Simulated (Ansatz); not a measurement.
## Is VZnB in the AlB2 type a stable metal?

Question: is the lattice of VZnB in the AlB2 type stable, and if so, what are its coupling constant and resistivity?

Calculated with Ansatz 0.2.0; DFT PBE, scalar-relativistic, plane waves, PAW; PAW set soft_1.

Most raw output is cut from this account.

The structure was built from a prototype and need not be the compound's stable phase.

**1. The structure**

The structure is hexagonal, space group P-6m2 (No. 187). The conventional cell has a = 3.405 Å, b = 3.405 Å, c = 3.575 Å, α = 90.00°, β = 90.00°, γ = 120.00°. Nearest to V lie 6 Zn at 2.66 Å and 6 B at 2.66 Å. Nearest to B lie 3 Zn at 1.97 Å and 6 V at 2.66 Å. Zn has 3 B at 1.97 Å and 6 V at 2.66 Å nearest. Farther neighbours are not listed.

**2. Relaxing cell and atoms**

The structure is brought to rest under this functional.

input.yaml

```yaml
crystal:
  lattice:
    - [3.40499, 0.0, 0.0]
    - [-1.7025, 2.94881, 0.0]
    - [0.0, 0.0, 3.57524]
  atoms:
    - { symbol: V, position: [0.0, 0.0, 0.0] }
    - { symbol: B, position: [0.33333333, 0.66666667, 0.5] }
    - { symbol: Zn, position: [0.66666667, 0.33333333, 0.5] }
kpoints:
  mp_grid: { grid: [12, 12, 8] }
hamiltonian:
  xc: pbe
  pseudopotentials: { kind: paw, azcp: { folder: soft_1 } }
scf:
  occupations: { method: gaussian, width: 0.1 }
output:
  forces: true
  stress: true
  eigenvalues: true
relax:
  adjacent_minimum: "off"
  f_tol: 0.005
  max_steps: 80
  cell: { stress_tol: 0.05 }
```

Started as:

```
ansatz run input.yaml --threads 4 --pin off --max-ram 12288MiB --backend cpu --events-out ev --progress --plain --runs-dir out
```

The job ended after 9.7 s (4 threads of AMD EPYC 9R14 (Zen 4), shared host; peak memory 0.56 GiB).

This run has no spin polarisation, although V can carry a moment.

The steps of the relaxation:

| step | energy less that of the first step (eV) | largest force component (eV/Å) | pressure (GPa) | volume (Å³) |
| --- | --- | --- | --- | --- |
| 1 | 0.0000 | 0.0000 | -5.86 | 35.90 |
| 2 | -0.2548 | 0.0000 | -3.02 | 34.64 |
| 3 | -0.4155 | 0.0000 | 0.16 | 33.52 |
| 4 | -0.4664 | 0.0000 | 1.67 | 32.89 |
| 5 | -0.4675 | 0.0000 | -0.35 | 33.25 |
| 6 | -0.4676 | 0.0000 | 0.00 | 33.19 |
| 7* | -0.4667 | 0.0000 | 0.04 | 33.19 |
| 8 | -0.4667 | 0.0000 | 0.00 | 33.19 |
| 9* | -0.4667 | 0.0000 | 0.00 | 33.19 |

Relaxation steps marked * repeat the geometry before them on a plane-wave basis chosen anew for their cell, so energy and pressure can jump there.

Forces are held to the 12 operations that the run works with; a distortion that breaks them can't arise in this run.

```csv
cell as run,before,after,change
a (Å),3.405,3.532,+3.7 %
b (Å),3.405,3.532,+3.7 %
c (Å),3.575,3.072,-14.1 %
volume (Å³/atom),11.97,11.06,-7.5 %
```

The relaxed structure:

```
V B Zn
1.0
     3.53176    0.00000    0.00000
    -1.76588    3.05859    0.00000
     0.00000    0.00000    3.07241
V B Zn
1 1 1
Direct
  0.00000 0.00000 0.00000
  0.33333 0.66667 0.50000
  0.66667 0.33333 0.50000
```

Numbers from this step:

| Item | Value |
| --- | --- |
| pressure | 0.003755 GPa |
| volume per atom | 11.06 Å³/atom |
| metallic on mesh | yes |
| gap on the k-mesh | 0 eV |

The largest force is now zero by symmetry and the largest stress component 0.011 GPa.

**3. Relaxing tightly for phonons**

No force is left; the cell is relaxed once more with another smearing and tight thresholds.

input.yaml, the sections that differ from step 2:

```yaml
crystal:
  lattice:
    - [3.5317613124, 2.9942e-06, 0.0]
    - [-1.7658832493, 3.0585935195, 0.0]
    - [0.0, 0.0, 3.0724066614]
  atoms:
    - { symbol: V, position: [0.0, 0.0, 0.0] }
    - { symbol: B, position: [0.3333333333, 0.6666666667, 0.5] }
    - { symbol: Zn, position: [0.6666666667, 0.3333333333, 0.5] }
kpoints:
  mp_grid: { grid: [9, 9, 10] }
scf:
  occupations: { method: methfessel_paxton, width: 0.2 }
relax:
  adjacent_minimum: "off"
  f_tol: 0.001
  max_steps: 60
  cell: { stress_tol: 0.01 }
# hamiltonian, output: as in step 2
```

Elapsed: 3.1 s, on 4 threads; peak memory 0.55 GiB.

Little changed from the start: no atom moved by 0.005 Å and no cell edge by 0.1 %.

Numbers from this step:

- pressure: 0.003704 GPa

The largest force is now zero by symmetry and the largest stress component 0.0048 GPa, small enough for phonons.

**4. Lattice stability: q 2×2×2, k 6×6×6**

Couplings are defined for a stable lattice alone, so phonons come first.

input.yaml

```yaml
crystal:
  lattice:
    - [3.5320845901, 2.9945e-06, 0.0]
    - [-1.7660448883, 3.0588734861, 0.0]
    - [0.0, 0.0, 3.0710826622]
  atoms:
    - { symbol: V, position: [0.0, 0.0, 0.0] }
    - { symbol: B, position: [0.3333333333, 0.6666666667, 0.5] }
    - { symbol: Zn, position: [0.6666666667, 0.3333333333, 0.5] }
kpoints:
  mp_grid: { grid: [6, 6, 6] }
hamiltonian:
  xc: pbe
  pseudopotentials: { kind: paw, azcp: { folder: soft_1 } }
scf:
  occupations: { method: methfessel_paxton, width: 0.2 }
output:
  eigenvalues: true
phonons:
  method: dfpt
  qmesh: [2, 2, 2]
  temperatures: { t_max: 1000, t_step: 50 }
  qpath:
    path:
      - [[0.0, 0.0, 0.0], [0.5, 0.0, 0.0], [0.33333333, 0.33333333, 0.0], [0.0, 0.0, 0.0], [0.0, 0.0, 0.5], [0.5, 0.0, 0.5], [0.33333333, 0.33333333, 0.5], [0.0, 0.0, 0.5]]
      - [[0.5, 0.0, 0.5], [0.5, 0.0, 0.0]]
      - [[0.33333333, 0.33333333, 0.5], [0.33333333, 0.33333333, 0.0]]
    npoints: 10
```

Elapsed: 24 s, on 4 threads; peak memory 0.7 GiB.

Numbers from this step:

| Property | Result |
| --- | --- |
| share of imaginary modes in the plain interpolation between solved wavevectors | 0.0345 |
| highest frequency, solved or plainly interpolated | 635.6 cm⁻¹ |

Solved on the 2×2×2 mesh alone; all other wavevectors are interpolated. Phonon branches along the path, in cm⁻¹:

```csv
point,branch 1,branch 2,branch 3,branch 4,branch 5,branch 6,branch 7,branch 8,branch 9
Γ,-29,0,0,0,269,281,281,584,584
halfway,-16,84,113,140,264,281,282,599,600
M,-32,126,163,192,255,283,283,614,617
halfway,80,131,169,190,238,253,317,603,629
K,129,136,176,185,210,250,329,600,636
halfway,48,96,126,147,262,265,298,597,609
Γ,-29,0,0,0,269,281,281,584,584
halfway,113,113,117,185,266,266,285,582,582
A,155,182,182,233,233,268,301,580,580
halfway,64,181,198,236,246,264,322,590,595
L,-110,180,194,236,239,274,355,600,611
halfway,-92,120,198,252,257,278,349,593,620
H,-65,87,170,260,281,283,342,589,626
halfway,38,155,222,226,255,267,326,590,602
A,155,182,182,233,233,268,301,580,580
jump to L,-110,180,194,236,239,274,355,600,611
halfway,26,111,192,216,248,268,328,609,612
M,-32,126,163,192,255,283,283,614,617
jump to H,-65,87,170,260,281,283,342,589,626
halfway,88,126,138,208,260,308,311,595,631
K,129,136,176,185,210,250,329,600,636
```

Lowest modes at the softest wavevector of the mesh. The modes at q = (0.000, 0.500, 0.500) (shares of kinetic energy by element, %) (negative means imaginary):

| mode | frequency (cm⁻¹) | V % | B % | Zn % |
| --- | --- | --- | --- | --- |
| 1 | -110.2 | 55 | 5 | 40 |
| 2 | 180.5 | 0 | 13 | 87 |
| 3 | 194.3 | 41 | 2 | 58 |
| 4 | 236.5 | 2 | 76 | 22 |
| 5 | 238.8 | 100 | 0 | 0 |
| 6 | 273.7 | 43 | 19 | 38 |

Displacements in mode 1 (-110.2 cm⁻¹), the largest set to 1, in the home cell:
```
V1   0.00  1.00  0.00
B2   0.00  0.00 -0.65
Zn3  0.00  0.00  0.76
```

Displacements in mode 4 (236.5 cm⁻¹), the largest set to 1, in the home cell:
```
V1   0.00  0.08  0.00
B2   0.00  0.00 -1.00
Zn3  0.00  0.00 -0.22
```

Among the solved wavevectors the lowest mode, translations apart, is -110 cm⁻¹, imaginary.

**5. Phonons by linear response: q 3×3×2, k 9×9×8**

An imaginary mode on so few k-points may come from the sampling, so the phonons are repeated with another q and k mesh.

input.yaml, as its differences from that of step 4:

```diff
@@ -10,3 +10,3 @@
 kpoints:
-  mp_grid: { grid: [6, 6, 6] }
+  mp_grid: { grid: [9, 9, 8] }
 hamiltonian:
@@ -20,3 +20,3 @@
   method: dfpt
-  qmesh: [2, 2, 2]
+  qmesh: [3, 3, 2]
   temperatures: { t_max: 1000, t_step: 50 }
```

Elapsed: 1.9 min, on 4 threads; peak memory 1.2 GiB.

Numbers from this step:

- share of imaginary modes in the plain interpolation between solved wavevectors: 0.0274
- highest frequency, solved or plainly interpolated: 638.9 cm⁻¹

Solved on the 3×3×2 mesh alone; all other wavevectors are interpolated. Phonon branches along the path, in cm⁻¹:

```
    point  branch 1  branch 2  branch 3  branch 4  branch 5  branch 6  branch 7  branch 8  branch 9
        Γ         0         0         0        36       268       282       282       585       585
  halfway        28       101       116       144       263       283       284       602       604
        M        14       135       163       196       253       283       285       613       620
  halfway        87       137       168       194       242       248       316       596       633
        K       134       140       175       189       216       241       327       588       639
  halfway        56       110       129       152       261       267       300       597       615
        Γ         0         0         0        36       268       282       282       585       585
  halfway       112       112       118       186       265       265       282       581       581
        A       155       182       182       230       230       269       293       577       577
  halfway        86       181       197       238       239       274       320       587       594
        L      -108       181       196       234       234       272       357       597       612
  halfway      -102       126       179       252       256       271       352       593       620
        H       -92        99       133       256       271       280       346       591       626
  halfway        66       156       218       225       250       275       325       587       601
        A       155       182       182       230       230       269       293       577       577
jump to L      -108       181       196       234       234       272       357       597       612
  halfway        38       112       194       216       248       268       328       609       613
        M        14       135       163       196       253       283       285       613       620
jump to H       -92        99       133       256       271       280       346       591       626
  halfway        82       119       132       209       254       307       309       589       632
        K       134       140       175       189       216       241       327       588       639
```

Lowest modes at the softest wavevector of the mesh. Modes at q = (-0.333, -0.333, 0.500), with each element's share of the kinetic energy (negative means imaginary):

| mode | frequency (cm⁻¹) | V % | B % | Zn % |
| --- | --- | --- | --- | --- |
| 1 | -91.6 | 54 | 0 | 46 |
| 2 | 99.3 | 23 | 9 | 68 |
| 3 | 133.0 | 65 | 35 | 0 |
| 4 | 256.0 | 35 | 65 | 0 |
| 5 | 271.1 | 46 | 0 | 54 |
| 6 | 280.2 | 0 | 0 | 100 |

Displacements in mode 1 (-91.6 cm⁻¹), the largest set to 1, in the home cell (x, y, z of the real part, then of the imaginary part):
```
V1   0.75  0.43  0.00 -0.43  0.75  0.00
B2   0.00  0.00  0.00  0.00  0.00  0.00
Zn3  0.00  0.00  1.00  0.00  0.00  0.00
```

Displacements in mode 6 (280.2 cm⁻¹), the largest set to 1, in the home cell (x, y, z of the real part, then of the imaginary part):
```
V1   0.00  0.00  0.00  0.00  0.00  0.00
B2   0.00  0.00  0.00  0.00  0.00  0.00
Zn3 -0.50  0.87  0.00 -0.87 -0.50  0.00
```

The modes has structure finer than the step of the table below, so its rows give means over 25 cm⁻¹, whole bins alone (the curve runs from -117 to 668 cm⁻¹). Peaks (cm⁻¹: height): B 228.8: 0.00869, 593.8: 0.0566; V 248.5: 0.0243; Zn 70.9: 0.00709, 159.7: 0.0112, 199.2: 0.0114, 273.2: 0.0167, 312.6: 0.00969, 593.8: 0.00416.

Phonopy on the run's constants, 19x19x19 mesh, Gaussian sigma 5.6 cm⁻¹. Modes against wavenumber; means over each step; values in 1/cm⁻¹/cell:

| wavenumber (cm⁻¹) | B | V | Zn |
| --- | --- | --- | --- |
| -100 | 8.8e-5 | 0.00123 | 0.00100 |
| -75 | 1.4e-4 | 0.00179 | 0.00158 |
| -50 | 1.3e-4 | 0.00131 | 0.00129 |
| -25 | 5.2e-5 | 5.1e-4 | 5.4e-4 |
| 0 | 2.0e-5 | 1.8e-4 | 2.0e-4 |
| 25 | 3.0e-4 | 0.00177 | 0.00216 |
| 50 | 9.3e-4 | 0.00386 | 0.00512 |
| 75 | 0.00156 | 0.00462 | 0.00634 |
| 100 | 0.00270 | 0.00446 | 0.00656 |
| 125 | 0.00630 | 0.00613 | 0.01000 |
| 150 | 0.00717 | 0.00495 | 0.0102 |
| 175 | 0.00683 | 0.00464 | 0.00902 |
| 200 | 0.00522 | 0.00712 | 0.0101 |
| 225 | 0.00723 | 0.0105 | 0.00734 |
| 250 | 0.00448 | 0.0228 | 0.0100 |
| 275 | 0.00299 | 0.0212 | 0.0145 |
| 300 | 6.3e-4 | 0.0104 | 0.00846 |
| 325 | 3.2e-4 | 0.00834 | 0.00637 |
| 350 | 1.1e-4 | 0.00399 | 0.00203 |
| 375 | 8.8e-7 | 5.1e-5 | 2.9e-5 |
| 400 | 0 | 0 | 0 |
| 425 | 0 | 0 | 0 |
| 450 | 0 | 0 | 0 |
| 475 | 0 | 0 | 0 |
| 500 | 0 | 0 | 0 |
| 525 | 0 | 0 | 0 |
| 550 | 5.1e-6 | 0 | 6.4e-7 |
| 575 | 0.0112 | 2.3e-5 | 0.00111 |
| 600 | 0.0425 | 7.3e-5 | 0.00368 |
| 625 | 0.0180 | 1.1e-5 | 0.00217 |
| 650 | 0.00105 | 0 | 1.3e-4 |

No LO-TO term; unit eigenvectors of the mass-weighted matrix. The modes at Γ (shares of kinetic energy by element, %):

```
mode  frequency (cm⁻¹)  symmetry  V %  B %  Zn %
   1               0.0   unnamed   40    9    51
   2               0.0   unnamed   40    9    51
   3               0.0   unnamed   40    9    51
   4              36.5      A2''    2   91     7
   5             267.8      A2''   58    1    41
   6             281.6        E'   60    5    35
   7             281.6        E'   60    5    35
   8             585.3        E'    0   86    14
   9             585.3        E'    0   86    14
```

Displacements in mode 4 (36.5 cm⁻¹), the largest set to 1:
```
V1   0.00  0.00 -0.07
B2   0.00  0.00  1.00
Zn3  0.00  0.00 -0.11
```

Displacements in mode 8 (585.3 cm⁻¹), the largest set to 1:
```
V1   0.00 -0.01  0.00
B2   0.00  1.00  0.00
Zn3  0.00 -0.16  0.00
```

Among the solved wavevectors the lowest mode, translations apart, is -91.6 cm⁻¹, imaginary.

**6. Phonons by linear response: Fermi–Dirac smearing of 0.3 eV**

The phonons are repeated on the same meshes with a wide Fermi–Dirac smearing, to see whether the soft mode comes from sharp features of the Fermi surface.

input.yaml, as its differences from that of step 5:

```diff
@@ -15,3 +15,3 @@
 scf:
-  occupations: { method: methfessel_paxton, width: 0.2 }
+  occupations: { method: fermi_dirac, width: 0.3 }
 output:
```

Wall time 2.1 min (4 threads); peak memory 1.2 GiB; 7.9 min of CPU time.

This step gave:

```
share of imaginary modes in the plain interpolation between solved wavevectors : 0.0419
highest frequency, solved or plainly interpolated                              : 640.8 cm⁻¹
```

Solved on the 3×3×2 mesh alone; all other wavevectors are interpolated. Phonon branches along the path, in cm⁻¹:

| point | branch 1 | branch 2 | branch 3 | branch 4 | branch 5 | branch 6 | branch 7 | branch 8 | branch 9 |
| --- | --- | --- | --- | --- | --- | --- | --- | --- | --- |
| Γ | -63 | 0 | 0 | 0 | 259 | 280 | 280 | 591 | 591 |
| halfway | -29 | 33 | 112 | 141 | 252 | 280 | 281 | 602 | 603 |
| M | 24 | 59 | 159 | 186 | 240 | 284 | 285 | 612 | 615 |
| halfway | 65 | 87 | 165 | 188 | 235 | 242 | 316 | 593 | 633 |
| K | 72 | 129 | 173 | 192 | 213 | 230 | 327 | 585 | 641 |
| halfway | 14 | 57 | 125 | 152 | 249 | 263 | 298 | 596 | 614 |
| Γ | -63 | 0 | 0 | 0 | 259 | 280 | 280 | 591 | 591 |
| halfway | 94 | 112 | 112 | 171 | 265 | 265 | 275 | 586 | 586 |
| A | 128 | 182 | 182 | 232 | 232 | 248 | 294 | 581 | 581 |
| halfway | 64 | 181 | 197 | 208 | 231 | 265 | 314 | 589 | 594 |
| L | -111 | 180 | 186 | 203 | 224 | 267 | 347 | 599 | 609 |
| halfway | -101 | 117 | 159 | 239 | 250 | 269 | 341 | 593 | 618 |
| H | -86 | 87 | 117 | 242 | 271 | 280 | 333 | 591 | 624 |
| halfway | 40 | 154 | 194 | 225 | 235 | 268 | 317 | 588 | 600 |
| A | 128 | 182 | 182 | 232 | 232 | 248 | 294 | 581 | 581 |
| jump to L | -111 | 180 | 186 | 203 | 224 | 267 | 347 | 599 | 609 |
| halfway | -26 | 109 | 152 | 207 | 244 | 265 | 321 | 607 | 611 |
| M | 24 | 59 | 159 | 186 | 240 | 284 | 285 | 612 | 615 |
| jump to H | -86 | 87 | 117 | 242 | 271 | 280 | 333 | 591 | 624 |
| halfway | 81 | 89 | 126 | 190 | 253 | 297 | 309 | 588 | 633 |
| K | 72 | 129 | 173 | 192 | 213 | 230 | 327 | 585 | 641 |

Lowest modes at the softest wavevector of the mesh. The modes at q = (-0.333, -0.333, 0.500) (shares of kinetic energy by element, %) (negative means imaginary):

```csv
mode,frequency (cm⁻¹),V %,B %,Zn %
1,-85.6,50,0,50
2,87.3,28,9,64
3,116.6,49,51,0
4,242.3,51,49,0
5,270.9,49,0,51
6,280.5,0,0,100
```

Among the solved wavevectors the lowest mode, translations apart, is -85.6 cm⁻¹, imaginary.

Between step 5 and this run (occupations Fermi-Dirac and smearing width 0.3 eV) the value for the lowest on path moves from -108 cm⁻¹ to -111 cm⁻¹.

**7. Results**

| Quantity | Value |
| --- | --- |
| phonon run of the rows without a label of their own | PBE, q 3×3×2, k 9×9×8 |
| softest mode on the q mesh | -91.6 cm⁻¹ at q = (-0.333, -0.333, 0.5) |
| highest frequency, solved or plainly interpolated | 639 cm⁻¹ |

What this shows: The lattice is dynamically unstable at this level: a mode at q = (-0.333, -0.333, 0.5) is imaginary, 91.6i cm⁻¹, so no harmonic coupling constant or resistivity is defined for this structure. These meshes are coarse, and single modes of a metal can move by tens of cm⁻¹ with the k mesh. The coarser mesh found an imaginary mode at another wavevector, which this mesh lacks. The phonon runs are not spin-polarised. The structure was built by hand as an ordered model, and its stability against other phases was not tested.

[Logs are printed without paths, hosts, clocks, repeated set-up lines and the standing remarks that a program may print on its own settings, such as how far it seeks lower states.]

[Hosts, paths, dates, database ids (printed as entryN), source tags and the programs' standing remarks are cut or masked in the printed files.]
